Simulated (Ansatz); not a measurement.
# Is the response still linear at 0.5 V/Å? 1T-MnSSe bilayer, like faces together

The dipole of a slab grows in proportion to a weak field along its normal. Does the weak-field slope carry to a strong field?

**Method.** Ansatz 0.2.0, plane waves with PAW datasets (its set soft_2), PBE-D4; atoms held at their relaxed places, 18 Å of vacuum, dipole correction, cell area 9.61 Å², spin-polarised, 18×18 k-points, smearing 0.05 eV. Without field the slab has no gap over 0.05 eV.

```
  run  field (V/Å)  dipole (e·Å)
run 1        −0.10      −0.05600
run 2         0.00       0.00046
run 3         0.10       0.05692
run 4         0.50             ?
```

Q: Estimate the withheld value from the rows shown.

A least-squares line through the 3 rows shown has slope 0.564600 and intercept 0.000460; no row lies more than 0.00001 e·Å off it. A perfect conductor with that slope would be 180.95 × 0.56460 / 9.61 = 10.63 Å thick. At 0.50 it gives 0.564600 × 0.50 + 0.000460 = 0.28276 e·Å, beyond the rows fitted. Rounding and scatter of the rows alone allow about ±0.00002 e·Å there.

The run itself gives 0.28295 e·Å: a miss of +0.00019 e·Å. That is under 1 % of the induced dipole, so the response is still linear.

**Limits.** Ions are held, so this is the electronic response. Of the series that stay linear within 1 %, this collection keeps about one in seven, and it keeps all that bend. With a small gap or none the response hangs on mesh and smearing, which were not varied here.

[Logs are printed without paths, hosts, clocks, repeated set-up lines and the standing remarks that a program may print on its own settings, such as how far it seeks lower states.]
